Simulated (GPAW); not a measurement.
# Dielectric function and optical constants of AgCl (Chlorargyrite), part 2 of 2

Wanted: where AgCl (Chlorargyrite) starts to absorb, how strongly, and its refractive index. The cell comes from an older database entry, whose edges can differ from later determinations, mostly by under a per cent.

GPAW 26.7.0; DFT, PBE, plane-wave PAW (GPAW data sets), scalar-relativistic, RPA, optical limit.

So far. Step 2 (Ground state): There is a gap, 0.97 eV on this mesh (points off the mesh can give less), so no carriers' term is needed.

The database entry behind the starting cell differs from later determinations by our own check (an axis about 1.4 % short against later determinations), so it need not match the best structure at ambient conditions.

## Step 4: Dielectric function, RPA

Transitions between filled and empty bands, summed over the zone, give the optical response, so mesh, band count and broadening shape it.

The induced potential is part of this response.

This step: DFT, PBE, plane-wave PAW (GPAW data sets), scalar-relativistic, RPA, optical limit (GPAW 26.7.0).

df.py

```python
from gpaw.response.df import DielectricFunction

df = DielectricFunction('full.gpw', frequencies={'type': 'nonlinear', 'domega0': 0.03, 'omega2': 8},
                        ecut=50,
                        eta=0.1,
                        nbands=34,
                        txt='df.txt')
for direction in ['x']:
    df.get_dielectric_function(xc='RPA', direction=direction, filename=f'df_{direction}.csv')
```

The run is started by

```
$ OMP_NUM_THREADS=1 python df.py
```

Numbers of over 12 decimals in the logs are rounded to 6 here.

What it wrote:

```text
Using integrator: PointIntegrator
NonLinearFrequencyDescriptor(from 0.000 to 89.957 eV, 531 points)
Nonperiodic BCs:  [False False False]
Using integrator: PointIntegrator
NonLinearFrequencyDescriptor(from 0.000 to 89.957 eV, 531 points)
Nonperiodic BCs:  [False False False]

Calculating chi0 body with:
    Ground state adapter containing:
    Number of spins: 1
    Number of kpoints: 1728
    Number of irreducible kpoints: 72
    Number of completely occupied states: 12
    Number of partially occupied states: 12

    Linear response parametrization:
    q_c: [0.0, 0.0, 0.0]
    Number of frequency points: 531
    Planewave cutoff: 50.0
    Number of bands: 34
    Number of planewaves: 27
    Broadening (eta): 0.1

Integrating chi0 body.

Symmetries of q_c:
    Direct symmetries (Uq -> q): 48
    Indirect symmetries (TUq -> q): 0
In total 48 allowed symmetries.

72 groups of equivalent kpoints. 95.833333% reduction.

Integral kind: spectral function

Calculating chi0 optical extensions with:
    Ground state adapter containing:
    Number of spins: 1
    Number of kpoints: 1728
    Number of irreducible kpoints: 72
    Number of completely occupied states: 12
    Number of partially occupied states: 12

    Linear response parametrization:
    Number of frequency points: 531
    Planewave cutoff: 50.0
    Number of bands: 34
    Number of planewaves: 27
    Broadening (eta): 0.1
Integrating chi0 head and wings.

Symmetries of q_c:
    Direct symmetries (Uq -> q): 48
    Indirect symmetries (TUq -> q): 0
In total 48 allowed symmetries.

72 groups of equivalent kpoints. 95.833333% reduction.

Integral kind: spectral function wings
```

Wall time 7.1 s (1 thread of Arm Neoverse V2, shared host); peak memory 0.24 GiB.

Numbers from this step:

```
electronic dielectric constant ε∞, mean over x, y and z (by symmetry where fewer were run) : 4.907
main peak of Im epsilon, first axis                                                        : 4.675 eV
```

Some rows of df_x.csv (energy; Re and Im without local fields; Re and Im with them):

```text
0.000000, 5.260021, -0.000000, 4.907530, -0.000000
0.651243, 5.315326, 0.017373, 4.960924, 0.016787
1.347938, 5.514651, 0.041660, 5.154028, 0.040471
2.095014, 5.981913, 0.091092, 5.610647, 0.089562
2.898142, 7.349743, 0.371437, 6.975216, 0.375763
3.763875, 8.477296, 3.184270, 8.023217, 3.286483
4.699832, 5.520585, 7.787721, 4.783356, 7.521762
5.714917, 2.407866, 3.303879, 1.675804, 3.131026
6.819608, 1.950356, 3.664092, 1.401806, 3.212047
8.026317, 3.135998, 4.680269, 2.436174, 3.755727
9.349861, 0.273817, 3.664268, 0.253650, 2.933459
10.808071, -0.644879, 3.146150, -0.317287, 2.566715
12.422601, -0.890312, 2.974927, 0.315876, 2.377606
14.220012, -0.504978, 1.239306, -0.277267, 1.384452
16.233242, -0.079511, 0.975280, 0.073724, 0.829088
18.503643, 0.161561, 0.867010, 0.485428, 0.655496
21.083856, 0.081928, 0.465104, 0.410416, 0.832949
24.041937, 0.447565, 0.343174, 0.545765, 0.515142
27.467452, 0.508843, 0.377395, 0.667001, 0.481862
```

The Im ε, E ∥ x has structure finer than the step of the table below, so its rows give means over 1 eV, whole bins alone (the curve runs from 0 to 29.9 eV). Peaks (eV: height): 4.7: 7.53, 6.0: 4.56, 8.8: 4.66.

Values under the direct gap are tails of Lorentzian lines. Im ε, E ∥ x against photon energy; means over each step:

photon energy (eV), Im ε, E ∥ x and a bar:
```
        1       0.03 
        2       0.09 
        3       1.06 #####
        4       3.99 ##################
        5       6.60 ##############################
        6       3.76 #################
        7       3.05 ##############
        8       3.65 #################
        9       3.78 #################
       10       3.08 ##############
       11       2.13 ##########
       12       2.08 #########
       13       1.93 #########
       14       1.39 ######
       15       1.02 #####
       16       0.88 ####
       17       0.64 ###
       18       0.66 ###
       19       0.64 ###
       20       0.75 ###
       21       0.82 ####
       22       0.61 ###
       23       0.53 ##
       24       0.49 ##
       25       0.49 ##
       26       0.45 ##
       27       0.41 ##
       28       0.48 ##
       29       0.44 ##
```

Table of Re ε, E ∥ x by photon energy:

```tsv
photon energy (eV)	Re ε, E ∥ x
0	4.91
1	5.04
2	5.53
3	7.38
4	7.07
5	3.20
6	2.57
7	1.71
8	2.45
9	0.138
10	0.676
11	-0.470
12	0.502
13	0.178
14	-0.111
15	0.0937
16	0.0557
17	0.264
18	0.552
19	0.533
20	0.710
21	0.449
22	0.442
23	0.440
24	0.551
25	0.541
26	0.542
27	0.683
28	0.617
29	0.603
```

The Im ε, E ∥ x has structure finer than the step of the table below, so its rows give means over 1 eV, whole bins alone (the curve runs from 0 to 29.9 eV). Peaks (eV: height): without local fields 4.7: 7.79, 6.0: 5.04, 8.8: 5.78, 12.0: 3.30; with local fields 4.7: 7.53, 6.0: 4.56, 8.8: 4.66.

Values under the direct gap are tails of Lorentzian lines. Im ε, E ∥ x against photon energy; means over each step:

```tsv
photon energy (eV)	without local fields	with local fields
1	0.0292	0.0283
2	0.0881	0.0867
3	1.04	1.06
4	3.89	3.99
5	6.85	6.60
6	4.10	3.76
7	3.46	3.05
8	4.59	3.65
9	4.71	3.78
10	3.99	3.08
11	2.73	2.13
12	3.05	2.08
13	2.01	1.93
14	1.28	1.39
15	1.10	1.02
16	1.04	0.884
17	0.867	0.644
18	0.961	0.659
19	0.932	0.643
20	0.751	0.745
21	0.487	0.824
22	0.443	0.611
23	0.367	0.530
24	0.328	0.491
25	0.356	0.489
26	0.337	0.454
27	0.326	0.408
28	0.297	0.484
29	0.251	0.445
```

The reflectivity at normal incidence, E ∥ x has structure finer than the step of the table below, so its rows give means over 1 eV, whole bins alone (the curve runs from 0 to 29.9 eV). Peaks (eV: height): 5.3: 32.0, 6.1: 23.0, 8.9: 27.4, 11.0: 27.1, 12.7: 23.4, 13.4: 24.2, 14.3: 24.0.

The reflectivity at normal incidence, E ∥ x by photon energy; means over each step:

photon energy (eV), reflectivity at normal incidence, E ∥ x (%) and a bar:
```
        1       14.8 #############
        2       16.4 ###############
        3       21.2 ####################
        4       24.9 ########################
        5       30.1 ##############################
        6       20.2 ###################
        7       16.5 ###############
        8       18.9 ##################
        9       24.1 ########################
       10       21.5 #####################
       11       22.4 ######################
       12       16.0 ###############
       13       21.1 ####################
       14       21.5 #####################
       15       15.9 ###############
       16       14.8 #############
       17        9.3 #######
       18        5.7 ####
       19        4.9 ###
       20        4.5 ##
       21        7.7 ######
       22        6.4 ####
       23        5.3 ###
       24        3.9 ##
       25        3.7 #
       26        3.8 #
       27        2.4 
       28        3.1 #
       29        3.0 #
```

The refractive index n and extinction k by photon energy:

```tsv
photon energy (eV)	n	k
0	2.22	0
1	2.24	0.00610
2	2.35	0.0171
3	2.72	0.107
4	2.73	0.615
5	2.32	1.48
6	1.96	1.13
7	1.57	0.878
8	1.86	1.00
9	1.41	1.36
10	1.36	1.08
11	0.895	1.13
12	1.16	0.916
13	1.04	0.953
14	0.813	0.879
15	0.783	0.721
16	0.698	0.657
17	0.705	0.483
18	0.842	0.397
19	0.823	0.380
20	0.918	0.363
21	0.837	0.502
22	0.778	0.403
23	0.749	0.348
24	0.808	0.319
25	0.800	0.315
26	0.790	0.286
27	0.859	0.233
28	0.834	0.280
29	0.816	0.252
```

At chosen wavelengths:

```tsv
wavelength (nm)	n	k	R (%)	1/α
1550	2.23	0.005	14.6	26 µm
1064	2.26	0.007	14.9	12 µm
633	2.34	0.016	16.2	3.1 µm
532	2.42	0.025	17.2	1.7 µm
405	2.77	0.149	22.2	217 nm
365	2.84	0.426	24.0	68 nm
308	2.78	0.613	24.1	40 nm
```

Below the direct gap, k and the depth come from the tails of the Lorentzian lines, not from transitions.

Rows near the edge hang on the gap, which this functional as a rule makes too small, and phonon-assisted absorption is left out.

## Step 5: Outcome

```yaml
electronic_dielectric_constant_eps_infinity_mean_over_x_y_and_z_by_symmetry_where_fewer_were_run_rpa: 4.91
main_peak_of_im_epsilon_first_axis: 4.67 eV
```

At this level (PBE, RPA) AgCl has ε∞ = 4.91 and n = 2.23 at 1550 nm, and Im ε peaks at 4.7 eV. On the mesh the gap is 0.88 eV and the least direct gap 3.19 eV, so on this mesh the band edges lie at different points. Local fields change the static value along x from 5.26 to 4.91 (-7 %). Distinct maxima of Im ε, read by a parabola through the highest points, lie at 4.67 eV (7.6), 5.20 eV (7.0), 6.04 eV (4.6) and 8.78 eV (4.7). Excitons and phonon-assisted transitions are missing; PBE gaps are as a rule too small, which pulls the onset down and ε∞ up. The sum runs over mesh points, so small or evenly spaced maxima can still be ripples of the mesh. In this version of GPAW the matrix elements of the optical limit are incomplete, which can lower ε − 1 by up to a tenth where first-row anions or d states rule, and shift it by more in d metals.

[Machine, clock and banner lines and Python warnings are left out of the logs.]

[Logs are printed without paths, hosts, clocks, repeated set-up lines and the standing remarks that a program may print on its own settings, such as how far it seeks lower states.]

[Hosts, paths, dates, database ids (printed as entryN), source tags and the programs' standing remarks are cut or masked in the printed files.]
